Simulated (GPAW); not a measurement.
## Screening of a field by 1T-SnSe2 monolayer

Aim: the dipole that a field along the normal induces in 1T-SnSe2 monolayer.

Method: GPAW, PAW setups; layer in a repeated cell with vacuum, relaxation of atoms and in-plane cell, in the first sound run; inputs show where later runs differ, in GPAW 26.7.0.

**1. Set-up**

The cell holds 3 atoms: 2 Se and 1 Sn. Cell: a = 3.870 Å, b = 3.870 Å, c = 16.110 Å, α = 90.0°, β = 90.0°, γ = 120.0°. Vacuum lies along c.

**2. Relaxation**

Forces are removed first; all later runs use this geometry.

File run.py:

```python
import json
import numpy as np
from ase import Atoms
from ase.filters import FrechetCellFilter
from ase.optimize import BFGS
from gpaw import GPAW, PW

slab = Atoms(
    ['Se', 'Sn', 'Se'],
    positions=[
        [1.93500, 1.11717, 7.00000],
        [0.00000, 0.00000, 8.05524],
        [-0.00000, 2.23435, 9.11049]],
    cell=[[3.87, 0.0, 0.0], [-1.935, 3.35152, 0.0], [0.0, 0.0, 16.1105]],
    pbc=[True, True, True])

slab.calc = GPAW(mode=PW(600), xc='PBE', kpts={'size': (9, 9, 1), 'gamma': True},
                 occupations={'name': 'fermi-dirac', 'width': 0.05}, nbands='200%',
                 convergence={'density': 1e-05}, maxiter=200,
                 symmetry={'tolerance': 1e-3}, txt='slab.txt')
result = {}
# The in-plane cell is free; stress needs a cell that repeats along all three vectors
path = []
opt = BFGS(FrechetCellFilter(slab, mask=[1, 1, 0, 0, 0, 1]), maxstep=0.2)
opt.attach(lambda: path.append((slab.get_potential_energy(), slab.positions.tolist(), slab.get_forces().tolist())))
result['relaxed'] = bool(opt.run(fmax=0.02, steps=45))
result['path'] = path
result['cell'] = slab.cell.tolist()
print('in-plane lattice', slab.cell.cellpar().round(4)[[0, 1, 5]])
energy = slab.get_potential_energy()
fermi = slab.calc.get_fermi_level()
v = slab.calc.get_electrostatic_potential().mean((0, 1)) - fermi
n = slab.calc.get_pseudo_density().mean((0, 1))
L = slab.cell[2, 2]
z = np.arange(len(v)) * L / len(v)
low, high = slab.positions[:, 2].min(), slab.positions[:, 2].max()
below, above = np.interp([low - 4.8, high + 4.8], z, v)
slopes = [np.interp(x, z, np.gradient(v, z)) for x in (low - 4.8, high + 4.8)]
eps = np.array([[slab.calc.get_eigenvalues(k, s) for k in range(len(slab.calc.get_ibz_k_points()))]
                for s in range(slab.calc.get_number_of_spins())]) - fermi
top, bottom = eps[eps < 0].max(), eps[eps > 0].min()
dipole = slab.get_dipole_moment()[2]
print(f'energy {energy:.4f} eV, Fermi level {fermi:.4f} eV, dipole {dipole:.5f} e A')
print(f'potential 4.8 A off the faces, from the Fermi level: lower {below:.4f} eV, upper {above:.4f} eV')
print(f'slope of the potential there: lower {slopes[0]:.5f}, upper {slopes[1]:.5f} eV/A')
print(f'nearest levels on the mesh: {top:.4f} and {bottom:.4f} eV')
print('magnetic moment', round(slab.get_magnetic_moment(), 3))
result.update(energy=energy, fermi=fermi, dipole=dipole, below=below, above=above, slopes=slopes, edges=[top, bottom],
              z=z.tolist(), v=v.tolist(), n=n.tolist(), positions=slab.positions.tolist(),
              forces=slab.get_forces(apply_constraint=False).tolist(), moments=slab.get_magnetic_moments().tolist())
json.dump(result, open('result.json', 'w'))
```

Run with:

```bash
$ OMP_NUM_THREADS=1 OPENBLAS_NUM_THREADS=1 python run.py
```

Log:

```text
Step          Energy          fmax
BFGS:    0       -9.233603        5.232678
BFGS:    1      -10.460337        3.593436
BFGS:    2      -11.482818        1.565580
BFGS:    3      -11.646486        0.892767
BFGS:    4      -11.708555        0.894881
BFGS:    5      -11.772821        1.098665
BFGS:    6      -11.872815        1.135544
BFGS:    7      -11.968686        0.846041
BFGS:    8      -12.060502        0.332828
BFGS:    9      -12.073982        0.031521
BFGS:   10      -12.074124        0.001502
in-plane lattice [  3.864   3.864 120.   ]
energy -12.0741 eV, Fermi level -1.5132 eV, dipole -0.00002 e A
potential 4.8 A off the faces, from the Fermi level: lower 5.6125 eV, upper 5.6129 eV
slope of the potential there: lower -0.00021, upper -0.00004 eV/A
nearest levels on the mesh: -0.4379 and 0.4209 eV
magnetic moment 0.0
```

The job ended after 7.1 min (1 thread of Arm Neoverse V2, shared host; peak memory 0.41 GiB).

Numbers from this step:

| Quantity | Value |
| --- | --- |
| dipole along the normal | -2.47e-5 e·Å |
| levels nearest the Fermi level on the mesh | -0.4379, 0.4209 eV from the Fermi level |

The electrostatic potential energy of an electron (without an applied field's), less the Fermi level, planar mean by z:

```
z (Å)  electrostatic potential energy of an electron (without an applied field's), less the Fermi level, planar mean (eV)
    0                                                                                                                5.61
    1                                                                                                                5.61
    2                                                                                                                5.61
    3                                                                                                                5.61
    4                                                                                                                5.58
    5                                                                                                                5.08
    6                                                                                                               -3.83
    7                                                                                                               -5.09
    8                                                                                                               -14.1
    9                                                                                                               -4.11
   10                                                                                                               -6.65
   11                                                                                                                4.87
   12                                                                                                                5.57
   13                                                                                                                5.61
   14                                                                                                                5.61
   15                                                                                                                5.61
   16                                                                                                                5.61
```

The pseudo valence density, planar mean by z:

```
z (Å)  pseudo valence density, planar mean (e/Å³)
  3.0                                      7.0e-5
  3.5                                      3.1e-4
  4.0                                     0.00135
  4.5                                     0.00596
  5.0                                      0.0265
  5.5                                       0.108
  6.0                                       0.274
  6.5                                       0.186
  7.0                                       0.347
  7.5                                       0.421
  8.0                                        1.08
  8.5                                       0.532
  9.0                                       0.340
  9.5                                       0.232
 10.0                                       0.274
 10.5                                       0.143
 11.0                                      0.0371
 11.5                                     0.00841
 12.0                                     0.00190
 12.5                                      4.4e-4
 13.0                                      1.0e-4
```

The relaxation lowered the energy of the cell by 2.84 eV (energies extrapolated to zero smearing; the optimiser's log prints free energies). The largest force left on a free atom is 0.0015 eV/Å.

**3. Plane waves, PBE**

With the geometry fixed, the planar mean of the potential gives the vacuum level on each side.

This step: GPAW, PAW setups; slab in vacuum (GPAW 26.7.0).

The cell differs from the one that the last finished run ended in (c 16.110 → 17.188 Å).

Changes to run.py since step 2:

```diff
@@ -3,4 +3,2 @@
 from ase import Atoms
-from ase.filters import FrechetCellFilter
-from ase.optimize import BFGS
 from gpaw import GPAW, PW
@@ -10,21 +8,14 @@
     positions=[
-        [1.93500, 1.11717, 7.00000],
-        [0.00000, 0.00000, 8.05524],
-        [-0.00000, 2.23435, 9.11049]],
-    cell=[[3.87, 0.0, 0.0], [-1.935, 3.35152, 0.0], [0.0, 0.0, 16.1105]],
-    pbc=[True, True, True])
+        [1.93202, 1.11545, 7.00000],
+        [-0.00000, -0.00000, 8.59374],
+        [-0.00000, 2.23091, 10.18749]],
+    cell=[[3.86405, 0.0, 0.0], [-1.93202, 3.34636, 0.0], [0.0, 0.0, 17.1875]],
+    pbc=[True, True, False])
 
-slab.calc = GPAW(mode=PW(600), xc='PBE', kpts={'size': (9, 9, 1), 'gamma': True},
+slab.calc = GPAW(mode=PW(400), xc='PBE', kpts={'size': (9, 9, 1), 'gamma': True},
                  occupations={'name': 'fermi-dirac', 'width': 0.05}, nbands='200%',
                  convergence={'density': 1e-05}, maxiter=200,
+                 poissonsolver={'dipolelayer': 'xy'},
                  symmetry={'tolerance': 1e-3}, txt='slab.txt')
 result = {}
-# The in-plane cell is free; stress needs a cell that repeats along all three vectors
-path = []
-opt = BFGS(FrechetCellFilter(slab, mask=[1, 1, 0, 0, 0, 1]), maxstep=0.2)
-opt.attach(lambda: path.append((slab.get_potential_energy(), slab.positions.tolist(), slab.get_forces().tolist())))
-result['relaxed'] = bool(opt.run(fmax=0.02, steps=45))
-result['path'] = path
-result['cell'] = slab.cell.tolist()
-print('in-plane lattice', slab.cell.cellpar().round(4)[[0, 1, 5]])
 energy = slab.get_potential_energy()
```

Log:

```text
energy -11.9271 eV, Fermi level -1.7720 eV, dipole 0.00008 e A
potential 4.8 A off the faces, from the Fermi level: lower 5.6145 eV, upper 5.6165 eV
slope of the potential there: lower -0.00018, upper 0.00018 eV/A
nearest levels on the mesh: -0.4364 and 0.4194 eV
magnetic moment 0.0
```

The job ended after 18 s (1 thread; peak memory 0.19 GiB).

Numbers from this step:

- dipole along the normal: 8.08e-5 e·Å
- levels nearest the Fermi level on the mesh: -0.4364, 0.4194 eV from the Fermi level
- upper work function: 5.617 eV
- lower work function: 5.615 eV
- upper ionisation energy: 6.053 eV

The electrostatic potential energy of an electron (without an applied field's), less the Fermi level, planar mean by z:

z (Å), electrostatic potential energy of an electron (without an applied field's), less the Fermi level, planar mean (eV) and a bar from the least value:
```
      0.0        5.6 ##############################
      0.5        5.6 ##############################
      1.0        5.6 ##############################
      1.5        5.6 ##############################
      2.0        5.6 ##############################
      2.5        5.6 ##############################
      3.0        5.6 ##############################
      3.5        5.6 ##############################
      4.0        5.6 ##############################
      4.5        5.6 ##############################
      5.0        5.5 ##############################
      5.5        5.1 #############################
      6.0        3.5 ###########################
      6.5       -3.0 #################
      7.0      -13.6 
      7.5       -5.6 #############
      8.0       -5.7 #############
      8.5      -13.9 
      9.0       -8.9 ########
      9.5       -4.0 ###############
     10.0      -11.8 ###
     10.5       -7.7 ##########
     11.0        2.0 ########################
     11.5        4.8 #############################
     12.0        5.4 ##############################
     12.5        5.6 ##############################
     13.0        5.6 ##############################
     13.5        5.6 ##############################
     14.0        5.6 ##############################
     14.5        5.6 ##############################
     15.0        5.6 ##############################
     15.5        5.6 ##############################
     16.0        5.6 ##############################
     16.5        5.6 ##############################
     17.0        5.6 ##############################
```

The pseudo valence density, planar mean oscillates, so the rows of the table below give means over windows of 1 Å about each position, cut where the curve ends. Its maxima inside the range that stand out by 2 % of the span (Å: e/Å³): 6.7: 0.283, 8.6: 1.13, 10.5: 0.283. Its minima: 6.9: 0.193, 10.3: 0.193.

Pseudo valence density, planar mean against z; means over each step:

```
z (Å)  pseudo valence density, planar mean (e/Å³)
    3                                      2.2e-5
    4                                      4.0e-4
    5                                     0.00803
    6                                       0.117
    7                                       0.257
    8                                       0.528
    9                                       0.654
   10                                       0.271
   11                                       0.160
   12                                      0.0140
   13                                      7.0e-4
   14                                      3.7e-5
```

The layer is gapped, so the Fermi level lies somewhere inside the gap, set by smearing and numerics, and these work functions are no property of the material; the band edges below the vacuum level are. The potential is flat to 1.8e-4 eV/Å where it is read, so the vacuum is wide enough.

**4. Field on**

A uniform field along the normal polarises the slab; the atoms stay fixed, so this is the electronic response alone.

Changes to run.py since step 3:

```diff
@@ -4,2 +4,3 @@
 from gpaw import GPAW, PW
+from gpaw.external import ConstantElectricField
 
@@ -18,2 +19,3 @@
                  poissonsolver={'dipolelayer': 'xy'},
+                 external=ConstantElectricField(-0.2, [0, 0, 1]),
                  symmetry={'tolerance': 1e-3}, txt='slab.txt')
```

Log:

```text
energy -11.9347 eV, Fermi level -1.7736 eV, dipole -0.07558 e A
potential 4.8 A off the faces, from the Fermi level: lower 5.0892 eV, upper 6.1469 eV
slope of the potential there: lower -0.00013, upper 0.00020 eV/A
nearest levels on the mesh: -0.4362 and 0.4192 eV
magnetic moment 0.0
```

Run time: 59 s. Hardware: 1 thread; peak memory 0.27 GiB.

Numbers from this step:

```
dipole along the normal                                         : -0.07558 e·Å
levels nearest the Fermi level on the mesh                      : -0.4362, 0.4192 eV from the Fermi level
potential below the slab, the applied field's own ramp left out : 5.089 eV from the Fermi level
potential above the slab, the applied field's own ramp left out : 6.147 eV from the Fermi level
```

Table of electrostatic potential energy of an electron (without an applied field's), less the Fermi level, planar mean by z:

```
z (Å)  electrostatic potential energy of an electron (without an applied field's), less the Fermi level, planar mean (eV)
  0.0                                                                                                                5.62
  0.5                                                                                                                5.09
  1.0                                                                                                                5.09
  1.5                                                                                                                5.09
  2.0                                                                                                                5.09
  2.5                                                                                                                5.09
  3.0                                                                                                                5.09
  3.5                                                                                                                5.09
  4.0                                                                                                                5.08
  4.5                                                                                                                5.07
  5.0                                                                                                                4.99
  5.5                                                                                                                4.64
  6.0                                                                                                                3.05
  6.5                                                                                                               -3.37
  7.0                                                                                                               -14.0
  7.5                                                                                                               -5.81
  8.0                                                                                                               -5.86
  8.5                                                                                                               -13.9
  9.0                                                                                                               -8.84
  9.5                                                                                                               -3.82
 10.0                                                                                                               -11.5
 10.5                                                                                                               -7.34
 11.0                                                                                                                2.41
 11.5                                                                                                                5.27
 12.0                                                                                                                5.94
 12.5                                                                                                                6.10
 13.0                                                                                                                6.13
 13.5                                                                                                                6.14
 14.0                                                                                                                6.15
 14.5                                                                                                                6.15
 15.0                                                                                                                6.15
 15.5                                                                                                                6.15
 16.0                                                                                                                6.15
 16.5                                                                                                                6.15
 17.0                                                                                                                5.90
```

Force by atom:

```
atom  x (eV/Å)  y (eV/Å)  z (eV/Å)    size
 Se1    0.0000    0.0000    0.0253  0.0253
 Sn2    0.0000    0.0000   -0.0585  0.0585
 Se3    0.0000    0.0000    0.0332  0.0332
```

The dipole is now -0.0756 e Å, against 8.1e-5 in the run without a field.

[end of part 1 of 2]

[Logs are printed without paths, hosts, clocks, repeated set-up lines and the standing remarks that a program may print on its own settings, such as how far it seeks lower states.]

[Hosts, paths, dates, database ids (printed as entryN), source tags and the programs' standing remarks are cut or masked in the printed files.]
